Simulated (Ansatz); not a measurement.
# Electron scattering at the twin(10-11) boundary in hcp Ru, part 2 of 2

Wanted: what the twin(10-11) boundary in hcp Ru costs an interconnect.

Ansatz 0.2.0; Ansatz plane-wave DFT, PBE, PAW files; relaxation of a bicrystal slab with its lowest layers held; PAW set soft_1 (the session's first sound run).

So far. Step 2 (Relaxing the bicrystal): The largest force component on a free atom ends at 0.023 eV/Å, under the tolerance of 0.03, after 6 steps.

## Step 3: Transmission across the boundary

Bulk layers of each grain are laid under and over the relaxed boundary, and a lead is named in the middle of each, away from the free faces. The mesh across the current, 24×24, is finer than the density's, because channels open and close sharply across the zone. Energies from -0.27 to 0.27 eV in steps of 0.036 eV cover the slope of the Fermi function at 300 K, so the program can form a conductance.

This step: Ansatz plane-wave DFT, PBE, PAW files; ballistic transport by layer matching (Landauer), zero bias; boundary relaxed in a short slab, bulk layers laid on; PAW set soft_1 (Ansatz 0.2.0).

System of this step: twin(10-11) boundary in hcp Ru. The cell holds 44 atoms: 44 Ru. Its edges and angles: a = 5.065 Å, b = 2.706 Å, c = 51.665 Å, α = 90.0°, β = 90.0°, γ = 74.5°. It derives from Ru. Regions: lower grain, 18 atoms (18 Ru); boundary, 12 atoms (12 Ru); upper grain, 14 atoms (14 Ru). Vacuum lies along c.

input.yaml reads:

```yaml
crystal:
  lattice:
    - [5.0651773167, 0.0, 0.0]
    - [0.7227144463, 2.6074963987, 0.0]
    - [0.0, 0.0, 51.6651608424]
  atoms:
    - { symbol: Ru, position: [3.515594724, -6.4661306952, 0.0774216113] }
    - { symbol: Ru, position: [2.9771836862, -7.1969251764, 0.0840527961] }
    - { symbol: Ru, position: [3.285128497, -5.8508975817, 0.11720872] }
    - { symbol: Ru, position: [2.7467174592, -6.5816920629, 0.1238399048] }
    - { symbol: Ru, position: [3.05466227, -5.2356644683, 0.1569958287] }
    - { symbol: Ru, position: [2.5162512322, -5.9664589494, 0.1636270135] }
    - { symbol: Ru, position: [2.824196043, -4.6204313548, 0.1967829375] }
    - { symbol: Ru, position: [2.2857850052, -5.351225836, 0.2034141223] }
    - { symbol: Ru, position: [2.593729816, -4.0051982413, 0.2365700462] }
    - { symbol: Ru, position: [2.0553187782, -4.7359927225, 0.243201231] }
    - { symbol: Ru, position: [2.363263589, -3.3899651278, 0.2763571549] }
    - { symbol: Ru, position: [1.8248525512, -4.120759609, 0.2829883397] }
    - { symbol: Ru, position: [2.132797362, -2.7747320143, 0.3161442637] }
    - { symbol: Ru, position: [1.5943863242, -3.5055264955, 0.3227754484] }
    - { symbol: Ru, position: [1.902331135, -2.1594989008, 0.3559313724] }
    - { symbol: Ru, position: [1.3639200972, -2.890293382, 0.3625625572] }
    - { symbol: Ru, position: [1.671864908, -1.5442657873, 0.3957184811] }
    - { symbol: Ru, position: [1.1334538702, -2.2750602685, 0.4023496659] }
    - { symbol: Ru, position: [0.441398681, 0.0709673262, 0.4355055898] }
    - { symbol: Ru, position: [0.9029876432, 0.3401728451, 0.4421367746] }
    - { symbol: Ru, position: [0.2091550047, 0.6870891643, 0.4759944746] }
    - { symbol: Ru, position: [0.671079498, 0.9561269177, 0.4822081665] }
    - { symbol: Ru, position: [0.9772233693, 0.303054982, 0.5153690333] }
    - { symbol: Ru, position: [0.4475292744, 0.5679020295, 0.5230936762] }
    - { symbol: Ru, position: [0.7421487893, 0.920592272, 0.5599818591] }
    - { symbol: Ru, position: [0.2025173106, 0.1904080114, 0.5598712616] }
    - { symbol: Ru, position: [0.4474088416, 0.5679622459, 0.5967966723] }
    - { symbol: Ru, position: [0.9769545437, 0.3031893948, 0.6043425791] }
    - { symbol: Ru, position: [0.6707267817, 0.9563032758, 0.6375797948] }
    - { symbol: Ru, position: [0.2085171284, 0.6874081025, 0.6439262756] }
    - { symbol: Ru, position: [0.9008826631, -1.6587746649, 0.6772245516] }
    - { symbol: Ru, position: [1.439293701, -0.9279801838, 0.6838557363] }
    - { symbol: Ru, position: [1.1313488901, -2.2740077784, 0.7170116603] }
    - { symbol: Ru, position: [1.669759928, -1.5432132973, 0.7236428451] }
    - { symbol: Ru, position: [1.3618151171, -2.8892408919, 0.756798769] }
    - { symbol: Ru, position: [1.900226155, -2.1584464107, 0.7634299538] }
    - { symbol: Ru, position: [1.5922813441, -3.5044740054, 0.7965858777] }
    - { symbol: Ru, position: [2.130692382, -2.7736795242, 0.8032170625] }
    - { symbol: Ru, position: [1.8227475711, -4.1197071189, 0.8363729865] }
    - { symbol: Ru, position: [2.361158609, -3.3889126377, 0.8430041713] }
    - { symbol: Ru, position: [2.0532137981, -4.7349402324, 0.8761600952] }
    - { symbol: Ru, position: [2.591624836, -4.0041457512, 0.88279128] }
    - { symbol: Ru, position: [2.2836800251, -5.3501733459, 0.9159472039] }
    - { symbol: Ru, position: [2.822091063, -4.6193788647, 0.9225783887] }
kpoints:
  mp_grid: { grid: [10, 10, 1] }
hamiltonian:
  xc: pbe
  pseudopotentials: { kind: paw, azcp: { folder: soft_1 } }
scf:
  occupations: { method: fermi_dirac, width: 0.1 }
output:
  transmission:
    leads: [[10, 12], [34, 36]]
    kmesh: [24, 24]
    e_range: [-0.27, 0.27]
    de: 0.036
  write_potential: true
  write_density: true
  volumetric_format: npy
  elf: true
```

Command:

```
$ ansatz run input.yaml --threads 4 --pin off --max-ram 15360MiB --backend cpu --events-out ev --progress --plain --runs-dir out
```

Numbers of over 12 decimals in the logs are rounded to 6 here.

The log of the run:

```text
[...]
Crystal: 44 atoms, lattice volume = 682.364 Å³
Basis set: ecut = 420 eV, 13457 PW (Γ)
Bands: 423, of which v1, the nominal top of the filled ones, is band 352 counted from 1 (351 counted from 0)
Symmetry: 2 space group operations
[...]
k-points: 31 of 100 (time reversal used)
[...]
SCF iter   1: F=—  HF=-258687.081271 eV  |F-HF|=—  |Δ(HF+E_count)|=         —  Δρ=1.13e-1  dr2=2.06e2  ethr=3.10e-3  ⟨swp⟩=6.6  Hψ=46435  notcnv=0
[...]
SCF iter  12: F=-258659.324647 eV  HF=-258659.324647 eV  |F-HF|=1.85e-8  |Δ(HF+E_count)|=   8.76e-9  Δρ=1.08e-6  dr2=2.40e-8  ethr=1.42e-11  ⟨swp⟩=2.1  Hψ=23365  notcnv=0
SCF 1 converged in 12 iterations: F = -258659.324647 eV  dr2 = 2.40e-8
[...]
transmission: 974 of 9734 steps passed
transmission: 1947 of 9734 steps passed
[...]
transmission: 9734 of 9734 steps passed
WARN: The output density's exchange-correlation potential varies sharply where the density is thin. Do not read a vacuum level from v_tot or v_xc, or from such a field of the output density. On a cell that repeats whose density bears no net charge and no dipole along the vacuum's axis use v_es (v_loc + v_h of the components); under efield.dipole_correction with no amplitude use v_es + v_field, which holds any externa [...]
SCF converged after 12 iterations
Free energy (F): -258659.324647 eV
[...]
Internal energy: -258657.922756 eV  (E = F + TS)
E sigma→0 (E₀):  -258658.623701 eV
Entropy (-TS):   -1.401891 eV (-31.861 meV/atom)
Fermi energy:    19.836561 eV
[...]
--- Band table (eV; the first three rows and the last of 31) ---
  k-point 0: bands = [... 348 lower, 19.2915, 19.3147, 19.3608, 19.3736, 19.3981, 19.4018, 19.4450, 19.4589, ... 67 higher]
  k-point 1: bands = [... 348 lower, 19.1386, 19.1566, 19.1723, 19.1985, 19.2379, 19.2461, 19.2841, 19.2915, ... 67 higher]
  k-point 2: bands = [... 348 lower, 18.9391, 18.9762, 18.9969, 19.0181, 19.0774, 19.1140, 19.1278, 19.1463, ... 67 higher]
  k-point 30: bands = [... 348 lower, 19.6387, 19.6479, 19.6495, 19.7283, 19.7716, 19.7732, 19.7830, 19.8035, ... 67 higher]
--- Transmission ---
  basis      : 117 plane waves across, 62 finite elements along
  points     : 157, standing for a mesh of 24 x 24
  filling    : by the input's occupations and mesh, since the crystals that have channels conduct as metals do. If one of these is a semiconductor, that mesh has misplaced its level
  energies   : 16 from -0.270000 to 0.270000 eV about the Fermi level, 0.036000 eV apart; the leads are filled to 0.000000 eV, and channels, transmission and decay are at 0.018000 eV
  crystal 0  : Ru2, at the sites [10, 12], period 2.0556 Å, over 20.56 Å; its Hamiltonian steps by up to 2.5 meV
    offset         : up to 0.0000 Å between an atom of the period and one for which it stands
    filled         : 10.8 meV over the level at which it is neutral
    channels       : 2.760417e0 a spin
    conductance    : 1.6319e15 S/m² at 300 K; may be off by some 0.0 % by where its bands' edges are placed, 2.8 % from the k-mesh, 0.0 % from the distance to neutral
[...]
filled         : 9.0 meV over the level at which it is neutral
    channels       : 2.760417e0 a spin
[...]
junction   : crystal 0 to crystal 1, 14.45 to 39.27 Å
    transmission   : 1.892889e0 a spin
    conductance    : 1.1151e15 S/m² at 300 K (1.1018e15 on every other point, 1.1148e15 on every other energy)
    error estimate : 0.0 % from the energy spacing and 2.3 % from band edges of the leads and from resonances (wavevectors taken as independent; lower de), 3.0 % from the k-mesh, 2.9 % from the steps of its leads' Hamiltonians or their offsets (lay more layers), 0.1 % from the distance to neutral
    resistance     : 2.8283e-4 Ω µm² beyond half of each lead's own
```

It took 34 min on 4 threads of Arm Neoverse V1, shared host; peak memory 11 GiB; 1.9 h of CPU time.

This step gave:

- free energy: -258659.3246 eV
- energy at zero smearing: -258658.6237 eV
- Fermi energy: 19.84 eV
- cell area: 13.21 Å²
- step of the lead's potential: 2.5 meV
- ballistic conductance of the lead: 1.63e15 S/m²
- estimated errors of the lead's conductance: 0, 2.8, 0 % (band edges, k-mesh, distance from neutral)
- lead conductance per cell: 2.782 G₀
- step of the upper lead's potential: 13.3 meV
- ballistic conductance of the upper lead: 1.63e15 S/m²
- conductance of the junction: 1.12e15 S/m²
- junction conductance per cell: 1.901 G₀
- estimated errors of the junction's conductance: 0, 2.3, 3, 2.9, 0.1 % (energy step, band edges, k-mesh, leads' steps, distance from neutral)
- area resistance that the stack adds (contact term taken off, spin by spin): 0.2828 fΩ m²

Per spin. The transmission, zone mean by energy, zero at the Fermi level:

| energy (eV) | transmission, zone mean |
| --- | --- |
| -0.270 | 1.94 |
| -0.234 | 1.91 |
| -0.198 | 1.90 |
| -0.162 | 1.92 |
| -0.126 | 1.92 |
| -0.090 | 1.89 |
| -0.054 | 1.89 |
| -0.018 | 1.91 |
| 0.018 | 1.89 |
| 0.054 | 1.89 |
| 0.090 | 1.91 |
| 0.126 | 1.92 |
| 0.162 | 1.91 |
| 0.198 | 1.88 |
| 0.234 | 1.89 |
| 0.270 | 1.90 |

Per spin. Table of open channels, zone mean by energy, zero at the Fermi level:

| energy (eV) | lead | upper lead |
| --- | --- | --- |
| -0.270 | 2.80 | 2.81 |
| -0.234 | 2.79 | 2.80 |
| -0.198 | 2.77 | 2.76 |
| -0.162 | 2.76 | 2.77 |
| -0.126 | 2.75 | 2.76 |
| -0.090 | 2.75 | 2.75 |
| -0.054 | 2.78 | 2.76 |
| -0.018 | 2.78 | 2.78 |
| 0.018 | 2.76 | 2.76 |
| 0.054 | 2.79 | 2.78 |
| 0.090 | 2.76 | 2.76 |
| 0.126 | 2.77 | 2.77 |
| 0.162 | 2.78 | 2.78 |
| 0.198 | 2.75 | 2.75 |
| 0.234 | 2.76 | 2.77 |
| 0.270 | 2.74 | 2.74 |

Transmission over k1 and k2. At -0.0180 eV from the Fermi level (the log's summary may quote the solved energy on the other side of it).

Ten even steps from '0' (0.14) to '9' (3.98):
```
320244442023434456654434
220244420224444435344444
222244222222213322331222
210000012222224555422222
321111235544432222344455
633033666665321112356666
633336666664222222466666
654566666654222224566666
666666665553222235556666
888766655554444455556667
888766666997997996666678
998776679999999997667789
887666669979979966666788
876665555444445555666788
666665553222235556666666
666666542222245666666545
666666422222246666663333
666665321112356666633033
355444322223444553211112
222222455542222221000001
222213322331222222244222
244444353444442202444202
343445665443432024444202
331234443213331234443213
```
Columns: k1 (b1) from -0.5 to 0.458; rows upwards: k2 (b2) from -0.5 to 0.458.

Open channels over k1 and k2. At -0.0180 eV from the Fermi level (the log's summary may quote the solved energy on the other side of it).

Values, 12 rows by 16 columns, each cell a mean:
```
2.50 1.17 2.33 3.00 2.83 1.83 1.50 2.83 2.83 2.83 3.17 3.83 3.50 3.17 2.67 3.00
1.17 1.17 1.67 2.00 1.33 1.33 1.00 1.00 2.00 2.67 2.83 2.50 2.83 2.17 1.33 1.00
2.33 1.67 1.17 1.50 2.50 2.83 3.00 3.00 2.83 2.17 2.00 2.00 3.00 3.00 3.00 3.00
2.83 2.50 2.50 2.83 3.00 3.00 3.00 3.00 2.00 2.00 2.00 2.33 3.00 3.00 3.00 3.00
3.83 4.17 3.00 3.00 3.00 3.33 3.00 3.33 3.33 3.00 3.17 3.17 3.33 3.00 3.00 3.00
4.33 4.00 3.17 3.83 4.17 4.50 5.17 5.17 5.00 5.33 5.00 4.67 4.00 4.00 3.17 3.83
3.83 3.17 3.17 3.50 3.83 3.83 4.17 4.50 4.33 4.00 4.00 3.67 3.50 3.17 3.33 4.33
3.00 3.00 3.00 3.00 3.00 3.00 2.33 2.00 2.83 3.17 3.00 3.00 3.00 3.00 3.17 3.50
3.00 3.00 3.00 3.00 2.67 2.00 2.00 2.00 2.67 3.00 3.00 3.00 2.83 2.17 1.67 2.00
1.67 2.00 2.17 2.50 2.83 2.50 2.50 2.50 2.33 2.00 2.00 1.67 1.33 1.00 1.00 1.33
2.00 2.00 2.17 2.83 3.00 2.67 3.00 2.33 2.33 2.00 1.17 1.50 2.67 3.00 1.67 1.33
3.00 2.67 2.67 3.33 3.50 3.50 2.50 2.83 3.00 2.33 1.83 2.83 3.00 3.00 1.83 2.17
```
Columns: k1 (b1) from -0.5 to 0.458; rows upwards: k2 (b2) from -0.5 to 0.458.

Electrostatic potential energy in the ca plane at fractional y = 0.265, with atoms of Ru within 0.2 Å of it. With pseudopotentials it is smooth inside the atoms' cores, unlike the true potential.

Values in eV, 7 rows by 16 columns, each cell a mean:
```
 -4  17  18  18  18  15  14  17  18 -13   5 -13 -31  20  24  25
 12 -14 -10  18  17   4  15  12  18  18  17 -13 -30  20  24  25
 16 -14  -9  19  17 -26   4  17  19   6  -1  16  15  23  25  25
 -8  17  15  -7  11   5  16  14  12   6   0  18  21  24  25  25
 -7  20  14 -46  -3  13  13  14  12  18  18  13  18  24  25  25
 17  17  18  -5  12 -25 -29  19  18 -15   4  18  20  24  25  25
 12  19  21  20  19 -25 -29  20  14 -50 -20  17  15  23  25  25
```
Columns run along c (16.0 Å, from fractional 0.69 to 1.00 of the cell; values clipped at the 3rd and 97th percentile), rows up along a (5.1 Å). Atoms in or near the plane, at fractional coordinates: Ru at (0.80, 0.13), Ru at (0.88, 0.05).

ELF in the ca plane at fractional y = 0.265, with atoms of Ru within 0.2 Å of it. It is the smooth field of the valence electrons, not physical close to the nuclei.

Values, 7 rows by 16 columns, each cell a mean:
```
0.38 0.29 0.25 0.27 0.28 0.30 0.29 0.27 0.28 0.41 0.33 0.43 0.52 0.13 0.03 0.00
0.30 0.42 0.40 0.26 0.27 0.32 0.29 0.26 0.24 0.26 0.28 0.42 0.51 0.13 0.03 0.00
0.28 0.42 0.40 0.26 0.28 0.49 0.33 0.29 0.28 0.30 0.34 0.28 0.26 0.15 0.04 0.00
0.38 0.26 0.28 0.38 0.29 0.32 0.26 0.26 0.28 0.32 0.35 0.25 0.25 0.18 0.04 0.00
0.39 0.25 0.28 0.57 0.37 0.30 0.28 0.27 0.28 0.28 0.27 0.27 0.24 0.15 0.04 0.00
0.29 0.26 0.28 0.36 0.29 0.47 0.49 0.26 0.27 0.42 0.32 0.26 0.29 0.20 0.05 0.00
0.29 0.29 0.26 0.27 0.29 0.46 0.48 0.24 0.26 0.55 0.44 0.28 0.27 0.18 0.05 0.00
```
Columns run along c (16.0 Å, from fractional 0.69 to 1.00 of the cell), rows up along a (5.1 Å). Atoms in or near the plane, at fractional coordinates: Ru at (0.80, 0.13), Ru at (0.88, 0.05).

Valence density in the ca plane at fractional y = 0.265, with atoms of Ru within 0.2 Å of it. It is the smooth field of the valence electrons, not physical close to the nuclei.

Values in units of 1e0 e/Å³, 7 rows by 16 columns, each cell a mean:
```
1.6 0.4 0.4 0.4 0.4 0.5 0.5 0.4 0.4 2.3 1.1 2.5 4.0 0.1 0.0 0.0
0.6 2.2 1.9 0.4 0.4 1.0 0.5 0.6 0.3 0.4 0.4 2.5 4.0 0.1 0.0 0.0
0.4 2.2 1.9 0.3 0.4 3.0 1.0 0.4 0.3 0.9 1.2 0.4 0.4 0.1 0.0 0.0
1.8 0.4 0.5 1.7 0.7 1.0 0.4 0.5 0.6 0.9 1.2 0.4 0.2 0.0 0.0 0.0
1.7 0.3 0.5 5.4 1.5 0.6 0.6 0.5 0.6 0.4 0.4 0.5 0.3 0.0 0.0 0.0
0.4 0.4 0.4 1.6 0.6 3.9 4.3 0.3 0.4 2.4 1.1 0.4 0.2 0.0 0.0 0.0
0.6 0.3 0.2 0.3 0.3 3.8 4.2 0.3 0.5 7.7 3.3 0.4 0.4 0.1 0.0 0.0
```
Columns run along c (16.0 Å, from fractional 0.69 to 1.00 of the cell), rows up along a (5.1 Å). Atoms in or near the plane, at fractional coordinates: Ru at (0.80, 0.13), Ru at (0.88, 0.05).

The larger of the two leads' potential steps is 13 meV from period to period, small in itself. The program estimates the junction's conductance to 3 % from the k-mesh, 0.1 % from the leads' distance from neutral and 2.9 % from their steps.

By hand: 1/G − 1/G_lead = 1/1.115 − 1/1.632 = 0.284 fΩ m² with G in 10¹⁵ S/m².

## Step 4: Specific resistance

This step: Ansatz plane-wave DFT, PBE, PAW files; ballistic transport by layer matching (Landauer), zero bias; specific resistance of the boundary; PAW set soft_1 (Ansatz 0.2.0).

This step gave:

| Property | Result |
| --- | --- |
| area resistance | 0.2830 fΩ m² |
| T over the leads' mean channel count | 0.6851 |

Averaged over the energies near the Fermi level, 68.5 % of the channels pass, which makes 0.283 fΩ m².

By hand, with T and the leads' channels N averaged over the energies near the Fermi level: RA = A (h/2e²)(1/T − ½[1/N₁ + 1/N₂]) = 13.21×10⁻²⁰ m² × 12 906 Ω × (1/1.897 − ½[1/2.769 + 1/2.767]) = 0.283 fΩ m².

## Step 5: What came out

| Quantity | Value |
| --- | --- |
| specific resistance of the boundary | 0.283 fΩ m² |
| share of channels that pass | 0.685 |

What this shows: The boundary has a specific resistance of 0.28 fΩ m². The boundary reflects 31 % of the channels; 0.28 fΩ m² is 2.8×10⁻¹² Ω·cm². One starting structure was relaxed; another shift or atom count at the boundary may lie lower.

[Logs are printed without paths, hosts, clocks, repeated set-up lines and the standing remarks that a program may print on its own settings, such as how far it seeks lower states.]

[Hosts, paths, dates, database ids (printed as entryN), source tags and the programs' standing remarks are cut or masked in the printed files.]
